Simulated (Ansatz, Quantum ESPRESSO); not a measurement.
# 1T-MgI2, 1 layer: biaxial strain by an ASE script, part 2 of 2

Aim: band edges, gap and stiffness of 1T-MgI2, 1 layer under biaxial strain.

Quantum ESPRESSO 7.5; plane-wave DFT, PBE, GBRV ultrasoft pseudopotentials; geometry by Ansatz 0.2.0 with PAW datasets.

So far: The starting structure; Geometry from Ansatz.

## Step 3: The script

Under ESM bc1 levels count from the vacuum, or from the mean of the two vacuum levels where the sheet has a dipole, so band edges at unlike strains can be compared.

Level of this step: plane-wave DFT, PBE, GBRV ultrasoft pseudopotentials (Quantum ESPRESSO 7.5).

Contents of run.py:

```python
import json
import numpy as np
from ase import Atoms
from ase.calculators.espresso import Espresso, EspressoProfile

profile = EspressoProfile(command='mpirun -n 4 pw.x -nk 4', pseudo_dir='../pseudo')
pseudopotentials = {'I': 'i_pbe_v1.uspp.F.UPF', 'Mg': 'mg_pbe_v1.4.uspp.F.UPF'}
system = {'ecutwfc': 40, 'ecutrho': 200, 'occupations': 'smearing', 'smearing': 'fd', 'degauss': 0.002}


def calculator(name, kpts, **extra):
    data = dict(control=dict(tprnfor=True, verbosity='high', disk_io='none'),
                system=system | extra,
                electrons=dict(conv_thr=1e-09, mixing_beta=0.4, mixing_mode='plain',
                               electron_maxstep=100))
    return Espresso(profile=profile, directory=name, pseudopotentials=pseudopotentials, kpts=kpts, input_data=data)


def centre(atoms):
    z = atoms.positions[:, 2]
    atoms.positions[:, 2] -= (z.max() + z.min()) / 2  # ESM wants the slab about z = 0
    return atoms

sheet = Atoms(
    ['I', 'Mg', 'I'],
    scaled_positions=[
        [0.6666666667, 0.3333333333, 0.4048507744],
        [0.0000000000, 0.0000000000, 0.5000001197],
        [0.3333333333, 0.6666666667, 0.5951491059]],
    cell=[
        [4.203147733527, 0.000000000000, 0.000000000000],
        [-2.101573866764, 3.640032713093, 0.000000000000],
        [0.000000000000, 0.000000000000, 17.592103585900]],
    pbc=True)

rows = []
for strain in [-0.03, -0.015, 0.0, 0.015, 0.03]:
    atoms = sheet.copy()
    atoms.set_cell(sheet.cell.array * [[1 + strain], [1 + strain], [1]], scale_atoms=True)
    atoms = centre(atoms)
    atoms.calc = calculator(f's{strain:+.3f}', (12, 12, 1), assume_isolated='esm', esm_bc='bc1', nbnd=16)
    energy = atoms.get_potential_energy()
    levels = np.array([atoms.calc.get_eigenvalues(kpt=i) for i in range(len(atoms.calc.get_ibz_k_points()))])
    top, bottom = levels[:, 11].max(), levels[:, 12].min()
    direct = (levels[:, 12] - levels[:, 11]).min()
    rows.append([strain, energy, top, bottom, direct])
    print(f'strain {strain:+.3f}: E = {energy:.5f} eV, valence top {top:.3f}, conduction bottom {bottom:.3f}, '
          f'gap {bottom - top:.3f}, least direct gap {direct:.3f} eV')

x, energy, top, bottom, direct = np.array(rows).T
area = np.linalg.norm(np.cross(*sheet.cell[:2]))
stiffness = np.polyfit(x, energy, 2)[0] / area * 16.0218  # C11 + C12, heights clamped
print(f'valence and conduction edges move by {np.polyfit(x, top, 1)[0]:.2f} and {np.polyfit(x, bottom, 1)[0]:.2f} eV per unit biaxial strain')
print(f'C11 + C12 with clamped heights: {stiffness:.1f} N/m')
json.dump(dict(rows=rows, stiffness=stiffness), open('result.json', 'w'))
```

On the command line:

```sh
OMP_NUM_THREADS=1 python run.py
```

The program printed:

```text
strain -0.030: E = -3494.72133 eV, valence top -6.256, conduction bottom -2.619, gap 3.637, least direct gap 4.160 eV
strain -0.015: E = -3494.75572 eV, valence top -6.369, conduction bottom -2.720, gap 3.648, least direct gap 4.082 eV
strain +0.000: E = -3494.76707 eV, valence top -6.470, conduction bottom -2.819, gap 3.650, least direct gap 3.982 eV
strain +0.015: E = -3494.75805 eV, valence top -6.559, conduction bottom -2.916, gap 3.643, least direct gap 3.877 eV
strain +0.030: E = -3494.73085 eV, valence top -6.639, conduction bottom -3.012, gap 3.628, least direct gap 3.768 eV
valence and conduction edges move by -6.38 and -6.53 eV per unit biaxial strain
C11 + C12 with clamped heights: 47.7 N/m
```

It took 3.4 min on 4 MPI ranks of Arm Neoverse V2, shared host; peak memory 0.77 GiB; 13 min of CPU time.

The input that ASE wrote for the first run, and its log:

```
&CONTROL
   verbosity        = 'high'
   tprnfor          = .true.
   disk_io          = 'none'
   pseudo_dir       = '../pseudo'
/
&SYSTEM
   nbnd             = 16
   ecutwfc          = 40
   ecutrho          = 200
   occupations      = 'smearing'
   degauss          = 0.002
   smearing         = 'fd'
   assume_isolated  = 'esm'
   esm_bc           = 'bc1'
   ntyp             = 2
   nat              = 3
   ibrav            = 0
/
&ELECTRONS
   electron_maxstep = 100
   conv_thr         = 1e-09
   mixing_mode      = 'plain'
   mixing_beta      = 0.4
/
&IONS
/
&CELL
/
&FCP
/
&RISM
/
ATOMIC_SPECIES
I 126.90447 i_pbe_v1.uspp.F.UPF
Mg 24.305 mg_pbe_v1.4.uspp.F.UPF

K_POINTS automatic
12 12 1  0 0 0

CELL_PARAMETERS angstrom
4.07705330152119 0.00000000000000 0.00000000000000
-2.03852665076108 3.53083173170021 0.00000000000000
0.00000000000000 0.00000000000000 17.59210358590000

ATOMIC_POSITIONS angstrom
I 2.0385266510 1.1769439104 -1.6738739800  
Mg 0.0000000000 0.0000000000 0.0000031587  
I -0.0000000002 2.3538878213 1.6738739800
```

```text
Program PWSCF v.7.5 starts
[citation notice left out]

     Parallel version (MPI & OpenMP), running on       4 processor cores
     Number of MPI processes:                 4
     Threads/MPI process:                     1

     MPI processes distributed on     1 nodes
[... 1 line left out ...]

Warning: card &CELL ignored
Warning: card &FCP ignored
Warning: card &RISM ignored

     Current dimensions of program PWSCF are:
     Max number of different atomic species (ntypx) = 10
     Max number of k-points (npk) =  40000
     Max angular momentum in pseudopotentials (lmaxx) =  4
     Message from routine setup:
     using ibrav=0 with symmetry is DISCOURAGED, use correct ibrav instead

     K-points division:     npool     =       4
     Subspace diagonalization in iterative solution of the eigenvalue problem:
     a serial algorithm will be used

     G-vector sticks info
     --------------------
     sticks:   dense  smooth     PW     G-vecs:    dense   smooth      PW
     Sum         823     649    199                81659    58441    9439

     Using Slab Decomposition

     bravais-lattice index     =            0
     lattice parameter (alat)  =       7.7045  a.u.
     unit-cell volume          =    1708.9832 (a.u.)^3
     number of atoms/cell      =            3
     number of atomic types    =            2
     number of electrons       =        24.00
     number of Kohn-Sham states=           16
     kinetic-energy cutoff     =      40.0000  Ry
     charge density cutoff     =     200.0000  Ry
     scf convergence threshold =      1.0E-09
     mixing beta               =       0.4000
     number of iterations used =            8  plain     mixing
     Exchange-correlation=  SLA  PW   PBX  PBC
                           (   1   4   3   4   0   0   0)

     Effective Screening Medium Method
     =================================
     Boundary Conditions: Vacuum-Slab-Vacuum
     total charge in unit cell        =   0.0000
     grid points for fit at edges     =        4

[... 10 lines left out ...]
     PseudoPot. # 1 for I  read from file:
     ../pseudo/i_pbe_v1.uspp.F.UPF
     Pseudo is Ultrasoft + core correction, Zval =  7.0
     Generated by new atomic code, or converted to UPF format
     Using radial grid of  893 points,  6 beta functions with:
                l(1) =   0
                l(2) =   0
                l(3) =   1
                l(4) =   1
                l(5) =   2
                l(6) =   2
     Q(r) pseudized with  8 coefficients,  rinner =    1.500   1.500   1.500
                                                       1.500   1.500

     PseudoPot. # 2 for Mg read from file:
     ../pseudo/mg_pbe_v1.4.uspp.F.UPF
     Pseudo is Ultrasoft, Zval = 10.0
     Generated by new atomic code, or converted to UPF format
     Using radial grid of  821 points,  7 beta functions with:
                l(1) =   0
                l(2) =   0
[... 694 lines left out ...]

     End of self-consistent calculation

          k = 0.0000 0.0000 0.0000 (  7345 PWs)   bands (ev):

   -81.3935 -48.1590 -48.1590 -48.1552 -18.3497 -17.7908  -9.4936  -7.1066
    -6.5432  -6.5432  -6.2561  -6.2561  -2.0850  -1.2812  -0.6243  -0.4013

     occupation numbers
     1.0000   1.0000   1.0000   1.0000   1.0000   1.0000   1.0000   1.0000
     1.0000   1.0000   1.0000   1.0000   0.0000   0.0000   0.0000   0.0000

[... 108 lines left out ...]

     the Fermi energy is    -4.4030 ev

!    total energy              =    -256.85730265 Ry
     estimated scf accuracy    <          2.4E-10 Ry
     smearing contrib. (-TS)   =       0.00000000 Ry
     internal energy E=F+TS    =    -256.85730265 Ry

     The total energy is F=E-TS. E is the sum of the following terms:
     one-electron contribution =     317.72268679 Ry
     hartree contribution      =    -163.36414345 Ry
     xc contribution           =    -113.82368591 Ry
     ewald contribution        =    -297.39216008 Ry

     convergence has been achieved in  33 iterations

     negative rho (up, down):  6.475E-05 0.000E+00

     Forces acting on atoms (cartesian axes, Ry/au):

     atom    1 type  1   force =     0.00000000    0.00000000   -0.00910467
     atom    2 type  2   force =     0.00000000    0.00000000    0.00000000
     atom    3 type  1   force =    -0.00000000   -0.00000000    0.00910467
     The non-local contrib.  to forces
     atom    1 type  1   force =     0.00000000    0.00000000    0.09715073
     atom    2 type  2   force =     0.00000000    0.00000000    0.00000000
     atom    3 type  1   force =    -0.00000000   -0.00000000   -0.09715073
     The ionic contribution  to forces
     atom    1 type  1   force =    -0.00000000    0.00000000  -26.82048844
     atom    2 type  2   force =     0.00000000   -0.00000000    0.00002152
     atom    3 type  1   force =     0.00000000   -0.00000000   26.82046692
     The local contribution  to forces
     atom    1 type  1   force =    -0.00000000    0.00000000   26.72824443
     atom    2 type  2   force =     0.00000000   -0.00000000   -0.00134597
     atom    3 type  1   force =     0.00000000   -0.00000000  -26.72824497
     The core correction contribution to forces
     atom    1 type  1   force =     0.00000000   -0.00000000   -0.01404913
     atom    2 type  2   force =     0.00000000    0.00000000    0.00000000
     atom    3 type  1   force =    -0.00000000    0.00000000    0.01404913
     The Hubbard contrib.    to forces
     atom    1 type  1   force =     0.00000000    0.00000000    0.00000000
     atom    2 type  2   force =     0.00000000    0.00000000    0.00000000
     atom    3 type  1   force =     0.00000000    0.00000000    0.00000000
     The SCF correction term to forces
     atom    1 type  1   force =     0.00000000    0.00000000    0.00002671
     atom    2 type  2   force =    -0.00000000   -0.00000000   -0.00000000
     atom    3 type  1   force =     0.00000000    0.00000000   -0.00002671

     Total force =     0.012876     Total SCF correction =     0.000038
     Message from routine punch:
     Nothing written, as per user request (disk_io='none')

[... 1 line left out ...]

[... 1 line left out ...]

[... 1 line left out ...]

[... 3 lines left out ...]

[... 1 line left out ...]

[... 2 lines left out ...]

[... 1 line left out ...]

[... 1 line left out ...]

=------------------------------------------------------------------------------=
   JOB DONE.
=------------------------------------------------------------------------------=
```

Numbers from this step:

```
biaxial stiffness : 47.72 N/m
```

Table of band edge from the vacuum level by biaxial strain:

| biaxial strain (%) | valence top (eV) | conduction bottom (eV) |
| --- | --- | --- |
| -3.00 | -6.26 | -2.62 |
| -1.50 | -6.37 | -2.72 |
| 0.00 | -6.47 | -2.82 |
| 1.50 | -6.56 | -2.92 |
| 3.00 | -6.64 | -3.01 |

Table of gap by biaxial strain:

| biaxial strain (%) | on the mesh (eV) | least direct (eV) |
| --- | --- | --- |
| -3.00 | 3.64 | 4.16 |
| -1.50 | 3.65 | 4.08 |
| 0.00 | 3.65 | 3.98 |
| 1.50 | 3.64 | 3.88 |
| 3.00 | 3.63 | 3.77 |

The energy over the lowest by biaxial strain:

| biaxial strain (%) | energy over the lowest (meV) |
| --- | --- |
| -3.00 | 45.7 |
| -1.50 | 11.3 |
| 0.00 | 0 |
| 1.50 | 9.02 |
| 3.00 | 36.2 |

## Step 4: Running the series: RPBE, GBRV ultrasoft

Level of this step: plane-wave DFT, RPBE, GBRV ultrasoft pseudopotentials made under PBE (Quantum ESPRESSO 7.5). input_dft overrides the functional of the files.

run.py is the input of step 3 with these lines changed:

```diff
@@ -7,3 +7,3 @@
 pseudopotentials = {'I': 'i_pbe_v1.uspp.F.UPF', 'Mg': 'mg_pbe_v1.4.uspp.F.UPF'}
-system = {'ecutwfc': 40, 'ecutrho': 200, 'occupations': 'smearing', 'smearing': 'fd', 'degauss': 0.002}
+system = {'ecutwfc': 40, 'ecutrho': 200, 'input_dft': 'rpbe', 'occupations': 'smearing', 'smearing': 'fd', 'degauss': 0.002}
```

On the command line:

```sh
OMP_NUM_THREADS=1 python run.py
```

The program printed:

```text
strain -0.030: E = -3498.29530 eV, valence top -6.189, conduction bottom -2.418, gap 3.771, least direct gap 4.283 eV
strain -0.015: E = -3498.35563 eV, valence top -6.304, conduction bottom -2.521, gap 3.783, least direct gap 4.206 eV
strain +0.000: E = -3498.39200 eV, valence top -6.406, conduction bottom -2.621, gap 3.785, least direct gap 4.114 eV
strain +0.015: E = -3498.40698 eV, valence top -6.497, conduction bottom -2.720, gap 3.777, least direct gap 4.014 eV
strain +0.030: E = -3498.40274 eV, valence top -6.578, conduction bottom -2.817, gap 3.761, least direct gap 3.908 eV
valence and conduction edges move by -6.47 and -6.64 eV per unit biaxial strain
C11 + C12 with clamped heights: 50.0 N/m
```

Run time: 2.6 min. Hardware: 4 MPI ranks; peak memory 0.77 GiB; 10 min of CPU time.

Read from the output:

| Property | Result |
| --- | --- |
| biaxial stiffness | 50.04 N/m |

Band edge from the vacuum level against biaxial strain:

| biaxial strain (%) | valence top (eV) | conduction bottom (eV) |
| --- | --- | --- |
| -3.00 | -6.19 | -2.42 |
| -1.50 | -6.30 | -2.52 |
| 0.00 | -6.41 | -2.62 |
| 1.50 | -6.50 | -2.72 |
| 3.00 | -6.58 | -2.82 |

Gap against biaxial strain:

| biaxial strain (%) | on the mesh (eV) | least direct (eV) |
| --- | --- | --- |
| -3.00 | 3.77 | 4.28 |
| -1.50 | 3.78 | 4.21 |
| 0.00 | 3.78 | 4.11 |
| 1.50 | 3.78 | 4.01 |
| 3.00 | 3.76 | 3.91 |

The energy over the lowest by biaxial strain:

| biaxial strain (%) | energy over the lowest (meV) |
| --- | --- |
| -3.00 | 112 |
| -1.50 | 51.4 |
| 0.00 | 15.0 |
| 1.50 | 0 |
| 3.00 | 4.24 |

## Step 5: The arithmetic

Under equal strain ε in the plane, E = A (C11 + C12) ε². From the points at ±1.5 %: d²E/dε² = (11.35 + 9.02 − 2 × 0.00) meV / 0.015² = 91 eV, and 91/(2 × 15.300 Å²) × 16.02 = 47 N/m.

## Step 6: Outcome

| Item | Value |
| --- | --- |
| C11 + C12, heights clamped, PBE, GBRV ultrasoft | 48 N/m |
| gap on the mesh at zero strain, PBE, GBRV ultrasoft | 3.65 eV |
| valence top below the vacuum at zero strain, PBE, GBRV ultrasoft | 6.47 eV |
| shift of the valence top per unit biaxial strain, PBE, GBRV ultrasoft | -6.4 eV |
| shift of the conduction bottom per unit biaxial strain, PBE, GBRV ultrasoft | -6.5 eV |
| C11 + C12, heights clamped, RPBE, GBRV ultrasoft (made under PBE) | 50 N/m |
| gap on the mesh at zero strain, RPBE, GBRV ultrasoft (made under PBE) | 3.78 eV |
| valence top below the vacuum at zero strain, RPBE, GBRV ultrasoft (made under PBE) | 6.41 eV |
| shift of the valence top per unit biaxial strain, RPBE, GBRV ultrasoft (made under PBE) | -6.5 eV |
| shift of the conduction bottom per unit biaxial strain, RPBE, GBRV ultrasoft (made under PBE) | -6.6 eV |

The sheet's biaxial stiffness comes to 48 N/m and its gap at zero strain to 3.65 eV (PBE, GBRV ultrasoft). From −3 % to +3 % the gap on the mesh goes from 3.64 to 3.63 eV; it is indirect at every strain. Heights are clamped under strain, which makes a sheet with several atomic planes too stiff. Zero strain is the PBE cell; under RPBE the energy is lowest near +1.9 %, so its stiffness is taken away from its own minimum. Semilocal gaps are too small. Spin-orbit coupling is left out; depending on the atoms that carry the levels of interest, it can split and shift them by tens to hundreds of meV.

[Logs are printed without paths, hosts, clocks, repeated set-up lines and the standing remarks that a program may print on its own settings, such as how far it seeks lower states.]

[Hosts, paths, dates, database ids (printed as entryN), source tags and the programs' standing remarks are cut or masked in the printed files.]

[Maps of the electrostatic potential energy from Ansatz leave out the sawtooth potential of an applied field or a dipole correction, so their vacuum need not be flat; planar profiles and work functions include it.]
